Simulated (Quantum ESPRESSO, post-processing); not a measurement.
# 1T-MgI2, 1 layer: a series in the share of short-range exact exchange, part 3 of 3

Aim: how the results for 1T-MgI2, 1 layer change with the share of short-range exact exchange.

Quantum ESPRESSO 7.5; plane-wave DFT, PBE, SG15 norm-conserving pseudopotentials.

So far. Step 2 (Relaxing cell and ions of the reference):  The last row is no step: it is a fresh SCF in the final cell with a new plane-wave basis, -0 meV from the row before.

## Step 6: Ground state, 0.3

Level of this step: plane-wave DFT, screened hybrid with 0.3 exact exchange, SG15 norm-conserving pseudopotentials (Quantum ESPRESSO 7.5). input_dft overrides the functional of the files.

File m5.scf.in:

```
&control
  prefix = 'm5.scf'
  outdir = './out'
  pseudo_dir = './pseudo'
  calculation = 'scf'
  tprnfor = .true.
/
&system
  ibrav = 0
  nat = 3
  ntyp = 2
  ecutwfc = 60
  ecutrho = 240
  occupations = 'fixed'
  nbnd = 25
  input_dft = 'hse'
  exx_fraction = 0.3
  nqx1 = 3
  nqx2 = 3
  nqx3 = 1
  ecutfock = 60
/
&electrons
  conv_thr = 1e-08
  mixing_beta = 0.6
  electron_maxstep = 120
/
ATOMIC_SPECIES
  I   126.9045  I_ONCV_PBE-1.2.upf
  Mg  24.3050  Mg_ONCV_PBE-1.2.upf
CELL_PARAMETERS angstrom
  4.20448750200000 0.00000000000000 0.00000000000000
  -2.10224375100000 3.64119298700000 0.00000000000000
  0.00000000000000 0.00000000000000 17.59210358600000
ATOMIC_POSITIONS crystal
  I   0.666666666700 0.333333333300 0.404846993700
  Mg  0.000000000000 0.000000000000 0.500000000000
  I   0.333333333300 0.666666666700 0.595153006300
K_POINTS automatic
  9 9 1 0 0 0
```

Command:

```
$ OMP_NUM_THREADS=1 mpirun -n 4 pw.x -nk 4 -in m5.scf.in > m5.scf.out
```

The log of the run:

```text
[banner, memory and clock lines left out]
Program PWSCF v.7.5 starts
[...]
Message from routine setup:
[...]
number of electrons       =        44.00
     number of Kohn-Sham states=           25
     kinetic-energy cutoff     =      60.0000  Ry
     charge density cutoff     =     240.0000  Ry
[...]
number of k points=    12
[...]
Dense  grid:   114109 G-vectors     FFT dimensions: (  40,  40, 180)
[...]
negative rho (up, down):  3.497E-04 0.000E+00
     Starting wfcs are random
[...]
negative rho (up, down):  3.376E-05 0.000E+00
[...]
estimated scf accuracy    <       0.04629844 Ry
[...]
negative rho (up, down):  1.694E-05 0.000E+00
[...]
estimated scf accuracy    <       0.01690677 Ry
[...]
negative rho (up, down):  2.876E-06 0.000E+00
[...]
estimated scf accuracy    <       0.00166618 Ry
[...]
negative rho (up, down):  1.718E-07 0.000E+00
[...]
estimated scf accuracy    <       0.00006632 Ry
[...]
estimated scf accuracy    <       0.00000547 Ry
[...]
estimated scf accuracy    <       0.00000012 Ry
[...]
estimated scf accuracy    <       0.00000003 Ry
[...]
highest occupied, lowest unoccupied level (ev):    -1.8189    1.8733
!    total energy              =    -506.24947575 Ry
     estimated scf accuracy    <          2.3E-10 Ry
     convergence has been achieved in   8 iterations
[...]
estimated scf accuracy    <       0.01418675 Ry
[...]
estimated scf accuracy    <       0.00256411 Ry
[...]
estimated scf accuracy    <       0.00020706 Ry
[...]
estimated scf accuracy    <       0.00000353 Ry
[...]
estimated scf accuracy    <       0.00000019 Ry
[...]
estimated scf accuracy    <       0.00000002 Ry
[...]
highest occupied, lowest unoccupied level (ev):    -2.9504    2.1660
!    total energy              =    -504.95771115 Ry
     estimated scf accuracy    <          1.0E-09 Ry
     convergence has been achieved in   7 iterations
[...]
estimated scf accuracy    <       0.00038592 Ry
[...]
estimated scf accuracy    <       0.00004792 Ry
[...]
estimated scf accuracy    <       0.00000589 Ry
[...]
estimated scf accuracy    <       0.00000011 Ry
[...]
highest occupied, lowest unoccupied level (ev):    -2.9694    2.2126
!    total energy              =    -504.96102322 Ry
     estimated scf accuracy    <          6.1E-09 Ry
     convergence has been achieved in   5 iterations
[...]
estimated scf accuracy    <       0.00001006 Ry
[...]
estimated scf accuracy    <       0.00000119 Ry
[...]
estimated scf accuracy    <       0.00000016 Ry
[...]
highest occupied, lowest unoccupied level (ev):    -2.9713    2.2197
!    total energy              =    -504.96109738 Ry
     estimated scf accuracy    <          3.1E-09 Ry
     convergence has been achieved in   4 iterations
[...]
estimated scf accuracy    <       0.00000024 Ry
[...]
estimated scf accuracy    <       0.00000002 Ry
[...]
highest occupied, lowest unoccupied level (ev):    -2.9714    2.2210
!    total energy              =    -504.96109923 Ry
     estimated scf accuracy    <          3.9E-09 Ry
     convergence has been achieved in   3 iterations
[...]
highest occupied, lowest unoccupied level (ev):    -2.9719    2.2207
!    total energy              =    -504.96109928 Ry
     estimated scf accuracy    <          9.5E-09 Ry
     convergence has been achieved in   1 iterations
[...]
!!   total energy              =    -504.96109928 Ry
[...]
Total force =     0.016205     Total SCF correction =     0.000780
[...]
```

Wall time 3 min (4 MPI ranks of Arm Neoverse V2, shared host); peak memory 6.3 GiB.

Read from the output:

```
free energy                          : -6870.3458 eV
valence top, on the run's zero       : -2.972 eV
conduction bottom, on the run's zero : 2.221 eV
gap by band count                    : 5.193 eV
```

## Step 7: Self-consistent run, 0.4

Level of this step: plane-wave DFT, screened hybrid with 0.4 exact exchange, SG15 norm-conserving pseudopotentials (Quantum ESPRESSO 7.5). input_dft overrides the functional of the files.

m6.scf.in, as its differences from the input of step 6:

```diff
@@ -1,3 +1,3 @@
 &control
-  prefix = 'm5.scf'
+  prefix = 'm6.scf'
   outdir = './out'
@@ -16,3 +16,3 @@
   input_dft = 'hse'
-  exx_fraction = 0.3
+  exx_fraction = 0.4
   nqx1 = 3
```

Command:

```
$ OMP_NUM_THREADS=1 mpirun -n 4 pw.x -nk 4 -in m6.scf.in > m6.scf.out
```

The log of the run:

```text
[banner, memory and clock lines left out]
Program PWSCF v.7.5 starts
[...]
Message from routine setup:
[...]
number of electrons       =        44.00
     number of Kohn-Sham states=           25
     kinetic-energy cutoff     =      60.0000  Ry
     charge density cutoff     =     240.0000  Ry
[...]
number of k points=    12
[...]
Dense  grid:   114109 G-vectors     FFT dimensions: (  40,  40, 180)
[...]
negative rho (up, down):  3.497E-04 0.000E+00
     Starting wfcs are random
[...]
negative rho (up, down):  3.376E-05 0.000E+00
[...]
estimated scf accuracy    <       0.04629844 Ry
[...]
negative rho (up, down):  1.694E-05 0.000E+00
[...]
estimated scf accuracy    <       0.01690677 Ry
[...]
negative rho (up, down):  2.876E-06 0.000E+00
[...]
estimated scf accuracy    <       0.00166618 Ry
[...]
negative rho (up, down):  1.718E-07 0.000E+00
[...]
estimated scf accuracy    <       0.00006632 Ry
[...]
estimated scf accuracy    <       0.00000547 Ry
[...]
estimated scf accuracy    <       0.00000012 Ry
[...]
estimated scf accuracy    <       0.00000003 Ry
[...]
highest occupied, lowest unoccupied level (ev):    -1.8189    1.8733
!    total energy              =    -506.24947575 Ry
     estimated scf accuracy    <          2.3E-10 Ry
     convergence has been achieved in   8 iterations
[...]
estimated scf accuracy    <       0.02210759 Ry
[...]
estimated scf accuracy    <       0.00335974 Ry
[...]
estimated scf accuracy    <       0.00027428 Ry
[...]
estimated scf accuracy    <       0.00000425 Ry
[...]
estimated scf accuracy    <       0.00000022 Ry
[...]
estimated scf accuracy    <       0.00000002 Ry
[...]
highest occupied, lowest unoccupied level (ev):    -3.3466    2.2531
!    total energy              =    -504.53584273 Ry
     estimated scf accuracy    <          8.5E-10 Ry
     convergence has been achieved in   7 iterations
[...]
estimated scf accuracy    <       0.00097339 Ry
[...]
estimated scf accuracy    <       0.00010200 Ry
[...]
estimated scf accuracy    <       0.00001175 Ry
[...]
estimated scf accuracy    <       0.00000021 Ry
[...]
highest occupied, lowest unoccupied level (ev):    -3.3829    2.3291
!    total energy              =    -504.54326463 Ry
     estimated scf accuracy    <          8.3E-09 Ry
     convergence has been achieved in   5 iterations
[...]
estimated scf accuracy    <       0.00004051 Ry
[...]
estimated scf accuracy    <       0.00000384 Ry
[...]
estimated scf accuracy    <       0.00000048 Ry
[...]
highest occupied, lowest unoccupied level (ev):    -3.3880    2.3434
!    total energy              =    -504.54352896 Ry
     estimated scf accuracy    <          9.8E-09 Ry
     convergence has been achieved in   4 iterations
[...]
estimated scf accuracy    <       0.00000160 Ry
[...]
estimated scf accuracy    <       0.00000014 Ry
[...]
estimated scf accuracy    <       0.00000002 Ry
[...]
highest occupied, lowest unoccupied level (ev):    -3.3887    2.3462
!    total energy              =    -504.54353937 Ry
     estimated scf accuracy    <          4.5E-10 Ry
     convergence has been achieved in   4 iterations
[...]
estimated scf accuracy    <       0.00000006 Ry
[...]
highest occupied, lowest unoccupied level (ev):    -3.3889    2.3465
!    total energy              =    -504.54353978 Ry
     estimated scf accuracy    <          5.3E-09 Ry
     convergence has been achieved in   2 iterations
[...]
estimated scf accuracy    <       0.00000002 Ry
[...]
highest occupied, lowest unoccupied level (ev):    -3.3889    2.3466
!    total energy              =    -504.54353980 Ry
     estimated scf accuracy    <          5.6E-09 Ry
     convergence has been achieved in   2 iterations
[...]
!!   total energy              =    -504.54353980 Ry
[...]
Total force =     0.021653     Total SCF correction =     0.000701
[...]
```

Run time: 3.5 min. Hardware: 4 MPI ranks; peak memory 6.3 GiB.

Numbers from this step:

```
free energy                          : -6864.6646 eV
valence top, on the run's zero       : -3.389 eV
conduction bottom, on the run's zero : 2.347 eV
gap by band count                    : 5.736 eV
```

## Step 8: The series side by side

The series in one table:

| the share of short-range exact exchange (0.25 is HSE06, 0 is PBE) | gap on the mesh (eV) | vacuum level over the valence top (eV) |
| --- | --- | --- |
| 0 | 3.692 | 6.49 |
| 0.1 | 4.171 | 6.847 |
| 0.15 | 4.418 | 7.032 |
| 0.2 | 4.671 | 7.222 |
| 0.25 | 4.929 | 7.415 |
| 0.3 | 5.193 | 7.614 |
| 0.4 | 5.736 | 8.022 |

## Step 9: By hand

A line through all members has gap = 3.665 + 5.109 α eV and misses single members by up to 0.027 eV; a gap of 4.19 eV, 0.5 above the first member's, would need α = (4.19 − 3.665)/5.109 = 0.10.

## Step 10: Outcome

```
gap at a share of 0.25 (HSE06)                     : 4.93 eV
gap on the mesh, at 0 and at 0.4                   : 3.69, 5.74 eV
vacuum level over the valence top, at 0 and at 0.4 : 6.49, 8.02 eV
```

In words: The series holds 7 members; gap at a share of 0.25 (HSE06): 4.93 eV. From 0 to 0.4 the gap on the mesh rises from 3.69 to 5.74 eV. From 0 to 0.4 the vacuum level over the valence top rises from 6.49 to 8.02 eV. The valence top sinks by 3.83 eV and the gap opens by 5.11 eV per unit share, so the valence top carries 75 % of the opening. Gaps are those of the mesh; no spin-orbit coupling; the q mesh was not tested; the geometry stays that of PBE.

[Logs are printed without paths, hosts, clocks, repeated set-up lines and the standing remarks that a program may print on its own settings, such as how far it seeks lower states.]

[Hosts, paths, dates, database ids (printed as entryN), source tags and the programs' standing remarks are cut or masked in the printed files.]

[Maps of the electrostatic potential energy from Ansatz leave out the sawtooth potential of an applied field or a dipole correction, so their vacuum need not be flat; planar profiles and work functions include it.]
